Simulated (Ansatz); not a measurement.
## Hf(0001) with 2 thermally displaced layers, 2x2: scattering by thermal displacements

Wanted: the phonon-limited resistivity of Hf at 800 K by the Landauer route.

Main program and level: Ansatz 0.2.0; Ansatz plane-wave DFT, PBE, PAW files; ballistic transport by layer matching (Landauer), zero bias; PAW set soft_1.

### Step 1. The structure

The cell holds 48 atoms: 48 Hf. Cell: a = 6.393 Å, b = 6.393 Å, c = 30.347 Å, α = 90.0°, β = 90.0°, γ = 120.0°. It derives from Hf. Regions: lead, 40 atoms (40 Hf); scattering region, 8 atoms (8 Hf). The structure is stacked along c, and the current runs across the ab planes.

### Step 2. With 2 displaced layers

Each atom of 2 layers is moved at random, by amounts drawn from a normal law 0.1015 Å wide in each direction from the Debye model (252 K) at 800 K. The layers about the cell's end stay perfect and serve as the lead. Disorder leaves little or no symmetry, which makes such runs dear. Energies from -0.05 to 0.05 eV in steps of 0.05 eV are too few for the program's thermal sum, so it prints no conductance; for a metal the transmission near the Fermi level serves, at a fraction of the cost.

input.yaml reads:

```yaml
crystal:
  lattice:
    - [6.3934, 0.0, 0.0]
    - [-3.1967, 5.5368468166, 0.0]
    - [0.0, 0.0, 30.3468]
  atoms:
    - { symbol: Hf, position: [0.1666666667, 0.3333333333, 0.0416666667] }
    - { symbol: Hf, position: [0.1666666667, 0.8333333333, 0.0416666667] }
    - { symbol: Hf, position: [0.6666666667, 0.3333333333, 0.0416666667] }
    - { symbol: Hf, position: [0.6666666667, 0.8333333333, 0.0416666667] }
    - { symbol: Hf, position: [0.3333333333, 0.1666666667, 0.125] }
    - { symbol: Hf, position: [0.3333333333, 0.6666666667, 0.125] }
    - { symbol: Hf, position: [0.8333333333, 0.1666666667, 0.125] }
    - { symbol: Hf, position: [0.8333333333, 0.6666666667, 0.125] }
    - { symbol: Hf, position: [0.1666666667, 0.3333333333, 0.2083333333] }
    - { symbol: Hf, position: [0.1666666667, 0.8333333333, 0.2083333333] }
    - { symbol: Hf, position: [0.6666666667, 0.3333333333, 0.2083333333] }
    - { symbol: Hf, position: [0.6666666667, 0.8333333333, 0.2083333333] }
    - { symbol: Hf, position: [0.3333333333, 0.1666666667, 0.2916666667] }
    - { symbol: Hf, position: [0.3333333333, 0.6666666667, 0.2916666667] }
    - { symbol: Hf, position: [0.8333333333, 0.1666666667, 0.2916666667] }
    - { symbol: Hf, position: [0.8333333333, 0.6666666667, 0.2916666667] }
    - { symbol: Hf, position: [0.1666666667, 0.3333333333, 0.375] }
    - { symbol: Hf, position: [0.1666666667, 0.8333333333, 0.375] }
    - { symbol: Hf, position: [0.6666666667, 0.3333333333, 0.375] }
    - { symbol: Hf, position: [0.6666666667, 0.8333333333, 0.375] }
    - { symbol: Hf, position: [0.3341184274, 0.1642452994, 0.4604750309] }
    - { symbol: Hf, position: [0.3300892877, 0.656848313, 0.4595425773] }
    - { symbol: Hf, position: [0.8627119533, 0.184025837, 0.4559799062] }
    - { symbol: Hf, position: [0.8075346358, 0.6552425879, 0.4584715354] }
    - { symbol: Hf, position: [0.1277551779, 0.3293230724, 0.5375000988] }
    - { symbol: Hf, position: [0.1500551295, 0.8233575396, 0.5406088976] }
    - { symbol: Hf, position: [0.6827548625, 0.3524416966, 0.5412368218] }
    - { symbol: Hf, position: [0.6822609943, 0.8211408935, 0.5428421845] }
    - { symbol: Hf, position: [0.3333333333, 0.1666666667, 0.625] }
    - { symbol: Hf, position: [0.3333333333, 0.6666666667, 0.625] }
    - { symbol: Hf, position: [0.8333333333, 0.1666666667, 0.625] }
    - { symbol: Hf, position: [0.8333333333, 0.6666666667, 0.625] }
    - { symbol: Hf, position: [0.1666666667, 0.3333333333, 0.7083333333] }
    - { symbol: Hf, position: [0.1666666667, 0.8333333333, 0.7083333333] }
    - { symbol: Hf, position: [0.6666666667, 0.3333333333, 0.7083333333] }
    - { symbol: Hf, position: [0.6666666667, 0.8333333333, 0.7083333333] }
    - { symbol: Hf, position: [0.3333333333, 0.1666666667, 0.7916666667] }
    - { symbol: Hf, position: [0.3333333333, 0.6666666667, 0.7916666667] }
    - { symbol: Hf, position: [0.8333333333, 0.1666666667, 0.7916666667] }
    - { symbol: Hf, position: [0.8333333333, 0.6666666667, 0.7916666667] }
    - { symbol: Hf, position: [0.1666666667, 0.3333333333, 0.875] }
    - { symbol: Hf, position: [0.1666666667, 0.8333333333, 0.875] }
    - { symbol: Hf, position: [0.6666666667, 0.3333333333, 0.875] }
    - { symbol: Hf, position: [0.6666666667, 0.8333333333, 0.875] }
    - { symbol: Hf, position: [0.3333333333, 0.1666666667, 0.9583333333] }
    - { symbol: Hf, position: [0.3333333333, 0.6666666667, 0.9583333333] }
    - { symbol: Hf, position: [0.8333333333, 0.1666666667, 0.9583333333] }
    - { symbol: Hf, position: [0.8333333333, 0.6666666667, 0.9583333333] }
kpoints:
  mp_grid: { grid: [4, 4, 1] }
hamiltonian:
  xc: pbe
  pseudopotentials: { kind: paw, azcp: { folder: soft_1 } }
scf:
  occupations: { method: fermi_dirac, width: 0.1 }
output:
  transmission: { leads: [[0, 8]], kmesh: [8, 8], e_range: [-0.05, 0.05], de: 0.05 }
  write_potential: true
  write_density: true
  volumetric_format: npy
  elf: true
```

The run is started by

```sh
> ansatz run input.yaml --threads 4 --pin off --max-ram 15360MiB --backend cpu --events-out ev --progress --plain --runs-dir out
```

Numbers of over 12 decimals in the logs are rounded to 6 here.

Log:

```text
Engine: ansatz 0.2.0, aarch64-unknown-linux-gnu
Pseudopotentials: kind: paw
Pseudopotential: Hf, paw, valence charge 26, recommended cutoff 420 eV (normal), soft_1/Hf.paw.azcp
Functional definition: PBE
  parameter kappa = 0.804
  parameter beta = 0.066725
  exchange = pbe_x(kappa = kappa, mu = beta*pi^2/3)
  correlation = pbe_c(beta = beta)
Crystal: 48 atoms, lattice volume = 1074.255 Å³
Basis set: ecut = 420 eV, 21065 PW (Γ)
Bands: 749, of which v1, the nominal top of the filled ones, is band 624 counted from 1 (623 counted from 0)
Symmetry: 1 space group operations
Space group: P1 (ITA 1), of the structure as read, at distance tolerance 1.0e-4 Å
k-points: 10 of 16 (time reversal used)
Non-local potential: Hf, projectors of the file, l = 0: 3, l = 1: 2, l = 2: 2, l = 3: 3
PAW form: soft (Blöchl's): semilocal exchange-correlation on the pseudo side does not see the compensation charge
PAW one-centre angular grid: Hf, 590 points (default); XC on 64 Gauss nodes
Initial density: superposition of atomic densities (chi_scale 0.1, normalization cell)
Initial wavefunctions: pseudopotential atomic-orbital guess
Functional: x = pbe(κ = 0.804, μ = 0.219515), c = pbe(β = 0.066725)
SCF iter   1: F=—  HF=-754671.356102 eV  |F-HF|=—  |Δ(HF+E_count)|=         —  Δρ=3.57e-2  dr2=1.99e1  ethr=3.10e-3  ⟨swp⟩=6.0  Hψ=22478  notcnv=0  defer=158
preconditioner: auto → Kerker (q_TF=auto, 2.797 Å⁻¹)  [metal: Δε(μ)=0.002 eV  Ē_g=16.455 eV  σ=0.100 eV  W_gap=0.01  n_scr=380 (ndim 8)  ℏωp=38.5 eV  f_vac=0.000  D(μ)=35.07/eV (n_scr^D=280)]
SCF iter   2: F=—  HF=-754668.075827 eV  |F-HF|=—  |Δ(HF+E_count)|=    3.28e0  Δρ=2.29e-2  dr2=7.53e0  ethr=1.60e-3  ⟨swp⟩=3.2  Hψ=13529  notcnv=0  defer=375
SCF iter   3: F=—  HF=-754666.879486 eV  |F-HF|=—  |Δ(HF+E_count)|=    1.20e0  Δρ=8.82e-3  dr2=1.02e0  ethr=6.03e-4  ⟨swp⟩=2.0  Hψ=12299  notcnv=0  defer=375
SCF iter   4: F=—  HF=-754665.802275 eV  |F-HF|=—  |Δ(HF+E_count)|=    1.08e0  Δρ=3.72e-3  dr2=1.34e-1  ethr=8.17e-5  ⟨swp⟩=2.2  Hψ=14316  notcnv=0  defer=375
SCF iter   5: F=—  HF=-754665.838042 eV  |F-HF|=—  |Δ(HF+E_count)|=   3.58e-2  Δρ=8.04e-4  dr2=1.78e-2  ethr=1.08e-5  ⟨swp⟩=2.7  Hψ=13950  notcnv=0  defer=375
SCF iter   6: F=—  HF=-754665.839981 eV  |F-HF|=—  |Δ(HF+E_count)|=   1.94e-3  Δρ=2.84e-4  dr2=2.92e-3  ethr=1.43e-6  ⟨swp⟩=2.5  Hψ=13456  notcnv=0  defer=375
SCF iter   7: F=—  HF=-754665.839290 eV  |F-HF|=—  |Δ(HF+E_count)|=   6.91e-4  Δρ=1.42e-4  dr2=2.61e-4  ethr=2.34e-7  ⟨swp⟩=2.8  Hψ=13976  notcnv=0  defer=375
SCF iter   8: F=—  HF=-754665.839416 eV  |F-HF|=—  |Δ(HF+E_count)|=   1.26e-4  Δρ=4.88e-5  dr2=3.27e-5  ethr=2.09e-8  ⟨swp⟩=2.8  Hψ=14816  notcnv=0  defer=375
SCF iter   9: F=—  HF=-754665.839873 eV  |F-HF|=—  |Δ(HF+E_count)|=   4.57e-4  Δρ=1.34e-5  dr2=3.30e-6  ethr=2.62e-9  ⟨swp⟩=3.8  Hψ=16003  notcnv=0  defer=375
SCF iter  10: F=—  HF=-754665.839873 eV  |F-HF|=—  |Δ(HF+E_count)|=   1.09e-7  Δρ=8.96e-6  dr2=1.48e-6  ethr=2.65e-10  ⟨swp⟩=4.6  Hψ=23390  notcnv=0  defer=375
SCF iter  11: F=—  HF=-754665.839872 eV  |F-HF|=—  |Δ(HF+E_count)|=   1.09e-6  Δρ=3.39e-6  dr2=1.80e-7  ethr=1.18e-10  ⟨swp⟩=3.2  Hψ=17252  notcnv=0  defer=375
SCF iter  12: F=-754665.839872 eV  HF=-754665.839872 eV  |F-HF|=2.58e-8  |Δ(HF+E_count)|=  8.15e-10  Δρ=1.25e-6  dr2=2.84e-8  ethr=8.01e-12  ⟨swp⟩=15.1  Hψ=39118  notcnv=0
SCF 1 converged in 12 iterations: F = -754665.839872 eV  dr2 = 2.84e-8
  greatest PAW one-centre occupation: 0.999 electrons in one spin orbital (limit 2), on the Hf atom at site 28 (counted from 0), in its partial waves of l = 0
transmission: 138 of 1326 steps passed
transmission: 273 of 1326 steps passed
[...]
transmission: 1326 of 1326 steps passed
SCF converged after 12 iterations
Free energy (F): -754665.839872 eV
Harris-Foulkes:  -754665.839872 eV  (|F-HF|=2.58e-8)
Internal energy: -754664.527225 eV  (E = F + TS)
E sigma→0 (E₀):  -754665.183549 eV
Entropy (-TS):   -1.312647 eV (-27.347 meV/atom)
Fermi energy:    18.124168 eV
--- Per-component energies (eV) ---
  E_band       = -450.351077
  E_kinetic    = 19637.349500
  E_local      = -303472.417879  (includes V_loc(G=0)·N_el)
  E_nonlocal   = 2775.882127
  E_hartree    = 147813.139883
  E_xc         = -12800.675404
  E_vxc        = -12236.762324  (∫ρ·V_xc dr)
  E_paw        = -369426.542020  (= ΣΔE_a)
  E_vpaw       = -2780.685926  (= ΣTr[D̂ρ^β])
  E_aug_tail   = 0.003986  (compensation charges beyond the density's cutoff)
  E_ewald      = -239191.267419
  E_smearing   = -1.312647  (= −TS)
  E_closure    = -0.000000  (closes the sum)
  Σ components = -754665.839872   (vs F -754665.839872, Δ=0.00e0)
--- Band table (eV; the first three rows and the last of 10) ---
  k-point 0: bands = [... 620 lower, 18.8356, 18.8863, 18.9115, 18.9263, 18.9464, 18.9669, 19.0005, 19.0240, ... 121 higher]
  k-point 1: bands = [... 620 lower, 18.4105, 18.4312, 18.4482, 18.4576, 18.4836, 18.4889, 18.4987, 18.5148, ... 121 higher]
  k-point 2: bands = [... 620 lower, 17.7764, 17.7847, 17.8617, 17.9038, 17.9491, 17.9781, 18.0185, 18.0245, ... 121 higher]
  k-point 9: bands = [... 620 lower, 17.7684, 17.7955, 17.8420, 17.8865, 17.9833, 17.9950, 18.0255, 18.0299, ... 121 higher]
--- Transmission ---
  basis      : 313 plane waves across, 39 finite elements along
  points     : 34, standing for a mesh of 8 x 8
  energies   : 3 from -0.050000 to 0.050000 eV about the Fermi level, 0.050000 eV apart; the leads are filled to 0.000000 eV, and channels, transmission and decay are at 0.000000 eV
  crystal 0  : Hf8, at the sites [0, 8], period 5.0578 Å, over 25.29 Å; its Hamiltonian steps by up to 12.9 meV
    offset         : up to 0.0000 Å between an atom of the period and one for which it stands
    channels       : 2.843750e0 a spin
    conductance    : none, the energies end too early or step too widely for 300 K: set another output.transmission.e_range or a lower de, or, where they end at an eighth of basis.ecutwfc, a higher one
  junction   : crystal 0 to crystal 0, 0.70 to 25.99 Å
    transmission   : 2.134703e0 a spin
    conductance    : none, the energies end too early or step too widely for 300 K: set another output.transmission.e_range or a lower de, or, where they end at an eighth of basis.ecutwfc, a higher one
```

Elapsed: 27 min, on 4 threads of Arm Neoverse V1, shared host; peak memory 6.8 GiB.

The column dr2 measures how far the density is from self-consistency, as an energy; F and HF (Harris–Foulkes) agree once it is small.

Numbers from this step:

```
free energy                                    : -754665.8399 eV
energy at zero smearing                        : -754665.1835 eV
Fermi energy                                   : 18.12 eV
cell area                                      : 35.40 Å²
transmission per spin nearest the Fermi level  : 2.135
open channels per spin nearest the Fermi level : 2.844
step of the lead's potential                   : 12.9 meV
```

Per spin. The transmission, zone mean by energy, zero at the Fermi level:

```tsv
energy (eV)	transmission, zone mean
-0.0500	2.15
0.0000	2.13
0.0500	1.96
```

Per spin. Open channels, zone mean, lead against energy, zero at the Fermi level:

```tsv
energy (eV)	open channels, zone mean, lead
-0.0500	2.62
0.0000	2.84
0.0500	2.66
```

Transmission over k1 and k2. At 0.0000 eV from the Fermi level.

Values, 8 rows by 8 columns:
```
1.78 4.11 3.01 3.31 3.97 1.36 1.11 1.36
1.46 2.86 1.94 1.93 1.92 3.09 1.53 0.95
1.05 2.85 1.91 1.80 1.80 1.91 2.93 1.09
2.73 4.11 1.88 1.78 1.33 1.78 1.88 4.11
1.05 1.09 2.93 1.91 1.80 1.80 1.91 2.85
1.46 0.95 1.53 3.09 1.92 1.93 1.94 2.86
1.78 1.36 1.11 1.36 3.97 3.31 3.01 4.11
3.13 1.76 1.56 1.30 2.56 1.30 1.56 1.76
```
Columns: k1 (b1) from -0.5 to 0.375; rows upwards: k2 (b2) from -0.5 to 0.375.

Open channels over k1 and k2. At 0.0000 eV from the Fermi level.

Ten even steps from '_' (2.00) to '@' (6.00):
```
__@@++++@@______
__++______++____
__++________++__
++@@__________@@
____++________++
______++______++
________@@++++@@
++______++______
```
Columns: k1 (b1) from -0.5 to 0.375; rows upwards: k2 (b2) from -0.5 to 0.375.

Electrostatic potential energy in the ca plane at fractional y = 0.164, with atoms of Hf within 0.2 Å of it. With pseudopotentials it is smooth inside the atoms' cores, unlike the true potential.

Values in eV, 9 rows by 16 columns, each cell a mean:
```
 16  -5  -3  17  16  15  -9  -4  15  13  16  -5  -3  17  16  16
 16  -9  -8  17  20  15 -10  -6  18  19  16  -9  -8  17  20  16
 16   0   3  16  13  17   4   8  18  15  17   1   2  16  13  16
 16  17  17  15   4  16  18  18  16   8  17  17  17  15   4  16
 16   6   8  16  11  17   7   7  17  14  17   6   8  16  11  16
 16  -9  -7  17  19  17  -8  -8  16  20  16  -9  -8  17  19  16
 16  -8  -6  17  18  17  -7  -7  17  19  16  -8  -6  17  18  16
 16  12  13  15   7  16  13  12  15  11  18  12  13  16   7  16
 16  15  16  15   5  16  12  14  12   3  17  15  16  15   5  16
```
Columns run along c (16.0 Å, from fractional 0.24 to 0.76 of the cell; values clipped at the 3rd and 97th percentile), rows up along a (6.4 Å). Atoms in or near the plane, at fractional coordinates: Hf at (0.29, 0.33), Hf at (0.29, 0.83), Hf at (0.46, 0.33), Hf at (0.46, 0.86), Hf at (0.63, 0.33), Hf at (0.63, 0.83).

ELF in the ca plane at fractional y = 0.164, with atoms of Hf within 0.2 Å of it. It is the smooth field of the valence electrons, not physical close to the nuclei.

Values, 9 rows by 16 columns, each cell a mean:
```
0.32 0.51 0.45 0.35 0.36 0.32 0.62 0.49 0.28 0.26 0.32 0.50 0.45 0.34 0.35 0.33
0.42 0.73 0.66 0.46 0.66 0.43 0.73 0.59 0.50 0.64 0.44 0.72 0.67 0.47 0.67 0.43
0.29 0.37 0.34 0.29 0.25 0.29 0.31 0.26 0.32 0.26 0.29 0.37 0.33 0.29 0.26 0.29
0.27 0.30 0.32 0.24 0.28 0.26 0.30 0.33 0.23 0.18 0.28 0.30 0.32 0.24 0.28 0.27
0.26 0.28 0.26 0.26 0.20 0.26 0.27 0.28 0.27 0.19 0.28 0.28 0.26 0.26 0.20 0.27
0.40 0.69 0.62 0.45 0.60 0.41 0.66 0.67 0.41 0.57 0.34 0.69 0.63 0.46 0.59 0.40
0.36 0.62 0.55 0.40 0.47 0.37 0.57 0.58 0.39 0.51 0.32 0.62 0.55 0.41 0.47 0.37
0.26 0.25 0.25 0.24 0.22 0.28 0.25 0.26 0.25 0.20 0.28 0.23 0.25 0.25 0.23 0.26
0.26 0.26 0.28 0.24 0.25 0.26 0.24 0.28 0.23 0.29 0.28 0.24 0.28 0.24 0.25 0.26
```
Columns run along c (16.0 Å, from fractional 0.24 to 0.76 of the cell), rows up along a (6.4 Å). Atoms in or near the plane, at fractional coordinates: Hf at (0.29, 0.33), Hf at (0.29, 0.83), Hf at (0.46, 0.33), Hf at (0.46, 0.86), Hf at (0.63, 0.33), Hf at (0.63, 0.83).

Valence density in the ca plane at fractional y = 0.164, with atoms of Hf within 0.2 Å of it. It is the smooth field of the valence electrons, not physical close to the nuclei.

Ten steps, logarithmic in the rise over the least value, from '0' (0 e/Å³) to '9' (46 e/Å³), each cell a mean:
```
00012320000000001354200001000002331000000000
00037862000000002688510000000015774100000000
00158973000000002699510000000027996100000000
00147862000000001476410000000025884100000000
00013431000000000122100000000002442000000000
00000100000010000000000000000000100000010000
00000000000111000000000001000000000000111000
00000000000110000000000000000000000000111000
00001110000000000011100000000000110000000000
00025641000000000256410000000013553000000000
00148973000000001489730000000026985100000000
00148973000000001589730000000026995100000000
00035751000000000356410000000014663100000000
00002210000000000022100000000001221000000000
00000000000110000000000001000000000000011000
00000000000111000000000011100000000000111000
00000000000110000011000011100000000000011000
```
Columns run along c (16.0 Å, from fractional 0.24 to 0.76 of the cell), rows up along a (6.4 Å). Atoms in or near the plane, at fractional coordinates: Hf at (0.29, 0.33), Hf at (0.29, 0.83), Hf at (0.46, 0.33), Hf at (0.46, 0.86), Hf at (0.63, 0.33), Hf at (0.63, 0.83).

Over the solved energies the transmission per spin lies between 1.96 and 2.15, out of 2.71 channels of the lead on average (up to 2.84).

[end of part 1 of 2]

[Logs are printed without paths, hosts, clocks, repeated set-up lines and the standing remarks that a program may print on its own settings, such as how far it seeks lower states.]

[Hosts, paths, dates, database ids (printed as entryN), source tags and the programs' standing remarks are cut or masked in the printed files.]
